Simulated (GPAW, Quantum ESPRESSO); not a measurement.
# Zn (Zinc, P6_3/mmc): the Zn K absorption edge, part 2 of 5

Do two independent programs agree on the Zn K edge of Zn (Zinc, P6_3/mmc)? The same cell and functional are run with XSpectra and with GPAW.

Quantum ESPRESSO 7.5 and GPAW 26.7.0; core-hole supercells, plane-wave PAW LDA.

So far. Step 2 (Ground state of the crystal (Quantum ESPRESSO)): The mesh shows no gap, so the system is treated as a metal and the core electron is put at the Fermi level (neutral cell). Step 3 (Spectrum without a core hole, Zn atom 1 (Quantum …): Main maxima below 30 eV (height): 10.8 eV (1.40) and 17.9 eV (1.16). A K edge sees empty p states on the absorber.

The database entry behind the starting cell differs from later determinations by our own check (about 0.3 % long), so it need not match the best structure at ambient conditions.

### 5. The atom with a core hole (Quantum ESPRESSO)

Level of this step: all-electron atom with a core hole and its PAW potential, LDA, scalar-relativistic (Quantum ESPRESSO).

The final state has one core electron fewer, so a PAW data set is made for an atom with that hole.

The input, Zn.lda-dn-kjpaw-1sch.ld1.in:

```
&input
   title='Zn', zed=30., rel=1, iswitch=3, dft='PZ',
   config='1s1 2s2 2p6 3s2 3p6 4s2 4p1 3d10'
/
&inputp
   file_pseudopw='Zn.lda-dn-kjpaw-1sch.UPF', author='',
   lpaw=.true.,
   pseudotype=3,
   lloc=-1,
   rcloc=1.9,
   which_augfun='PSQ',
   rmatch_augfun_nc=.true.,
   nlcc=.true.,
   new_core_ps=.true.,
   rcore=1.0,
   tm=.true.,
   zval=13,
   lgipaw_reconstruction=.true., use_paw_as_gipaw=.true.
/
6
4S  1  0  2.00  0.00  1.08  2.20  0.0
4S  1  0  0.00  6.10  1.08  2.20  0.0
4P  2  1  1.00  0.00  1.08  2.20  0.0
4P  2  1  0.00  6.30  1.08  2.20  0.0
3D  3  2  10.00  0.00  1.08  1.70  0.0
3D  3  2  0.00  -0.80  1.08  1.70  0.0
```

Command:

```
> ld1.x < Zn.lda-dn-kjpaw-1sch.ld1.in > Zn.lda-dn-kjpaw-1sch.ld1.out
```

Log:

```text
     [... banner and references ...]
PAW data will be used for GIPAW calculation
     --------------------------- All-electron run ----------------------------

     Zn
     scalar relativistic calculation

     atomic number is 30.00
     dft =PZ   lsd =0 sic =0 latt =0  beta=0.20 tr2=1.0E-14
     Exchange-correlation= PZ
                           (   1   1   0   0   0   0   0)
     mesh =1201 r(mesh) =  99.36527 a.u. xmin = -7.00 dx = 0.01250
     1 Ry =  13.60569312 eV, c = 137.03599908

     n l     nl                  e(Ry)          e(Ha)          e(eV)
     1 0     1S 1( 1.00)      -724.4881      -362.2441     -9857.1634
     2 0     2S 1( 2.00)       -90.5901       -45.2951     -1232.5411
     2 1     2P 1( 6.00)       -80.4858       -40.2429     -1095.0655
[...]
3 2     3D 1(10.00)        -1.4557        -0.7278       -19.8057

     final scf error:  3.6E-15 reached in  34 iterations

     Etot =   -2875.264432 Ry,   -1437.632216 Ha,  -39119.965514 eV

     Ekin =    2912.134958 Ry,    1456.067479 Ha,   39621.614570 eV
     Encl =   -7111.306219 Ry,   -3555.653109 Ha,  -96754.250117 eV
     Eh   =    1445.471467 Ry,     722.735733 Ha,   19666.641192 eV
     Exc  =    -121.564638 Ry,     -60.782319 Ha,   -1653.971159 eV

     normalization and overlap integrals

     s(1S/1S) =  1.000000  <r> =   0.0499  <r2> =    0.0033  r(max) =   0.0329
     s(1S/2S) = -0.004471
     s(1S/3S) = -0.001674
     s(1S/4S) = -0.000442
     s(2S/2S) =  1.000000  <r> =   0.2212  <r2> =    0.0577  r(max) =   0.1848
[...]
s(2P/2P) =  1.000000  <r> =   0.1915  <r2> =    0.0449  r(max) =   0.1475
     s(2P/3P) = -0.000807
     s(2P/4P) = -0.000144
     s(3S/3S) =  1.000000  <r> =   0.6615  <r2> =    0.5057  r(max) =   0.5691
[...]
Encl =   -7111.306219 Ry,   -3555.653109 Ha,  -96754.250117 eV
     Eh   =    1445.471467 Ry,     722.735733 Ha,   19666.641192 eV
     Exc  =    -121.564638 Ry,     -60.782319 Ha,   -1653.971159 eV

     normalization and overlap integrals

[...]
s(2S/4S) = -0.000256
     s(2P/2P) =  1.000000  <r> =   0.1915  <r2> =    0.0449  r(max) =   0.1475
     s(2P/3P) = -0.000807
     s(2P/4P) = -0.000144
     s(3S/3S) =  1.000000  <r> =   0.6615  <r2> =    0.5057  r(max) =   0.5691
     s(3S/4S) = -0.000151
     s(3P/3P) =  1.000000  <r> =   0.6816  <r2> =    0.5485  r(max) =   0.5691
     s(3P/4P) = -0.000090
     s(4S/4S) =  1.000000  <r> =   2.3618  <r2> =    6.4948  r(max) =   1.9132
     s(4P/4P) =  1.000000  <r> =   3.3628  <r2> =   13.6339  r(max) =   2.5189
     s(3D/3D) =  1.000000  <r> =   0.8075  <r2> =    0.8559  r(max) =   0.5280

     ------------------------ End of All-electron run ------------------------

     ---------------------- Testing the pseudopotential ----------------------

     Zn
     scalar relativistic calculation

     atomic number is 30.00   valence charge is 13.00
     dft = SLA  PZ   NOGX NOGC   lsd =0 sic =0 latt =0  beta=0.20 tr2=1.0E-14
     mesh =1201 r(mesh) =  99.36527 xmin = -7.00 dx = 0.01250

     n l     nl             e AE (Ry)        e PS (Ry)    De AE-PS (Ry)
     1 0     4S   1( 2.00)       -0.65924       -0.65924        0.00000
     2 1     4P   1( 1.00)       -0.20414       -0.20414        0.00000
     3 2     3D   1(10.00)       -1.45569       -1.45569        0.00000

     eps = 8.9E-17  iter =  4

     Etot =   -2875.264432 Ry,   -1437.632216 Ha,  -39119.965514 eV
     Etotps =  -248.890816 Ry,    -124.445408 Ha,   -3386.332069 eV

     Ekin =     270.848520 Ry,     135.424260 Ha,    3685.081853 eV
     Encl =    -544.084081 Ry,    -272.042041 Ha,   -7402.641042 eV
     Ehrt =     145.909377 Ry,      72.954688 Ha,    1985.198201 eV
     Ecxc =    -121.564632 Ry,     -60.782316 Ha,   -1653.971080 eV
     (Ecc =     -19.128193 Ry,      -9.564097 Ha,    -260.252324 eV)

     ---------------------- End of pseudopotential test ----------------------
```

Elapsed: 0.83 s, on 1 MPI rank of AMD EPYC 9R45, shared host; peak memory 0.13 GiB.

Removing the core electron and adding it to the valence shell costs the free atom 9675.6 eV.

### 6. Supercell with XCH, Zn atom 1 (Quantum ESPRESSO)

The holes are 5.6 Å apart. The excited electron is kept in the cell, where it fills the lowest empty states and screens the hole.

The input, scf.in:

```
&control
   calculation='scf', prefix='x', pseudo_dir='../pp', outdir='tmp', tprnfor=.true.
/
&system
   ibrav=0, nat=14, ntyp=2, nbnd=105
   ecutwfc=62, ecutrho=410
   occupations='smearing', smearing='mv', degauss=0.015
/
&electrons
   conv_thr=1.4e-07, electron_maxstep=120
   mixing_beta=0.5
/
ATOMIC_SPECIES
Zn0 1.0 Zn.lda-dn-kjpaw-1sch.UPF
Zn 1.0 Zn.lda-dn-kjpaw.UPF
CELL_PARAMETERS angstrom
  2.67000000 0.00000000 -4.96600000
  -4.00500000 -2.31228783 -4.96600000
  1.33500000 6.93686348 0.00000000
ATOMIC_POSITIONS crystal
Zn0  0.76190476 0.48809524 0.94047619
Zn   0.33333333 0.91666667 0.08333333
Zn   0.90476190 0.34523810 0.22619048
Zn   0.04761905 0.20238095 0.51190476
Zn   0.47619048 0.77380952 0.36904762
Zn   0.19047619 0.05952381 0.79761905
Zn   0.61904762 0.63095238 0.65476190
Zn   0.80952381 0.94047619 0.20238095
Zn   0.38095238 0.36904762 0.34523810
Zn   0.95238095 0.79761905 0.48809524
Zn   0.09523810 0.65476190 0.77380952
Zn   0.52380952 0.22619048 0.63095238
Zn   0.23809524 0.51190476 0.05952381
Zn   0.66666667 0.08333333 0.91666667
K_POINTS automatic
5 5 4 0 0 0
```

Command:

```
> OMP_NUM_THREADS=1 mpirun --oversubscribe --bind-to none -np 4 pw.x -nk 4 -in scf.in > scf.out
```

Log:

```text
     [... banner and references ...]
[banner, memory and clock lines left out]
G-vector sticks info

     bravais-lattice index     =            0
     lattice parameter (alat)  =      10.6548  a.u.
     unit-cell volume          =    1448.2866 (a.u.)^3
     number of atoms/cell      =           14
     number of atomic types    =            2
     number of electrons       =       169.00
     number of Kohn-Sham states=          105
     kinetic-energy cutoff     =      62.0000  Ry
     charge density cutoff     =     410.0000  Ry
     scf convergence threshold =      1.4E-07
     mixing beta               =       0.5000
     number of iterations used =            8  plain     mixing
     Exchange-correlation= SLA  PZ   NOGX NOGC
                           (   1   1   0   0   0   0   0)

     celldm(1)=  10.654781  celldm(2)=   0.000000  celldm(3)=   0.000000
     celldm(4)=   0.000000  celldm(5)=   0.000000  celldm(6)=   0.000000

     crystal axes: (cart. coord. in units of alat)
               a(1) = (   0.473550   0.000000  -0.880767 )
               a(2) = (  -0.710325  -0.410106  -0.880767 )
               a(3) = (   0.236775   1.230318   0.000000 )

     reciprocal axes: (cart. coord. in units 2 pi/alat)
               b(1) = (  0.905019 -0.174171 -0.648785 )
               b(2) = ( -0.905019  0.174171 -0.486589 )
               b(3) = ( -0.301673  0.870855 -0.162196 )

     PseudoPot. #1 for Zn:     Pseudo is Projector augmented-wave + core cor, Zval = 13.0

     PseudoPot. #2 for Zn:     Pseudo is Projector augmented-wave + core cor, Zval = 12.0

     atomic species   valence    mass     pseudopotential
[...]
iteration # 10     ecut=    62.00 Ry     beta= 0.50
     Davidson diagonalization with overlap
     ethr =  1.25E-10,  avg # of iterations =  6.7

     End of self-consistent calculation

          k = 0.0000 0.0000-0.0000 ( 11941 PWs)   bands (ev):

    -4.8148  -4.7846  -4.7837  -4.7831  -4.7825   0.1129   2.1131   2.4528
     2.5448   2.5549   2.5741   2.5861   2.5957   2.6101   2.6151   2.6246
     2.6468   2.7039   2.7141   2.7488   2.7588   2.7728   2.7757   2.7968
[...]
13.5470  13.8298  13.8742  14.4205  14.4859  14.8973  15.1337  15.2257
    15.3152  16.6420  16.8295  17.3676  17.4319  17.5791  17.6418  17.7172
    17.7626

     [... bands of 50 further k-points ...]

     the Fermi energy is    10.7984 ev

!    total energy              =   -3348.09315143 Ry
     total all-electron energy =    -49503.475608 Ry
     estimated scf accuracy    <       0.00000002 Ry
     smearing contrib. (-TS)   =      -0.00087415 Ry
     internal energy E=F+TS    =   -3348.09227728 Ry

     The total energy is F=E-TS. E is the sum of the following terms:
     one-electron contribution =    -845.77783080 Ry
     hartree contribution      =     654.02798903 Ry
     xc contribution           =    -651.47660916 Ry
     ewald contribution        =   -1251.96724702 Ry
     one-center paw contrib.   =   -1252.89857932 Ry

     convergence has been achieved in  10 iterations

     Forces acting on atoms (cartesian axes, Ry/au):

     atom    1 type  1   force =    -0.00044189    0.00003402    0.00007590
     atom    2 type  2   force =    -0.00687477   -0.00200199    0.00001413
     atom    3 type  2   force =     0.00229392    0.00571884    0.00003560
[...]
atom   13 type  2   force =    -0.00009089    0.00221083   -0.00007807
     atom   14 type  2   force =     0.00153111    0.00095228    0.00413010

     Total force =     0.018486     Total SCF correction =     0.000276

     XML data file, charge density, pseudopotentials, collected wavefunctions
```

It took 3.3 min on 4 MPI ranks; peak memory 0.61 GiB.

Energy with the hole: -673529.098 eV, cores included.

(Continued in part 3 of 5.)

[Banner, clock and machine lines of the logs are left out without a mark of their own.]

[Logs are printed without paths, hosts, clocks, repeated set-up lines and the standing remarks that a program may print on its own settings, such as how far it seeks lower states.]

[Hosts, paths, dates, database ids (printed as entryN), source tags and the programs' standing remarks are cut or masked in the printed files.]

[Lists of maxima count a maximum above −3 eV only where it reaches 4 % of the highest in the window and stands out from its surroundings by 2 % of it (1.5 % where it reaches 55 %); shoulders and weaker maxima are passed over, and of the rest the first, up to two pre-edge ones and the few strongest are named.]
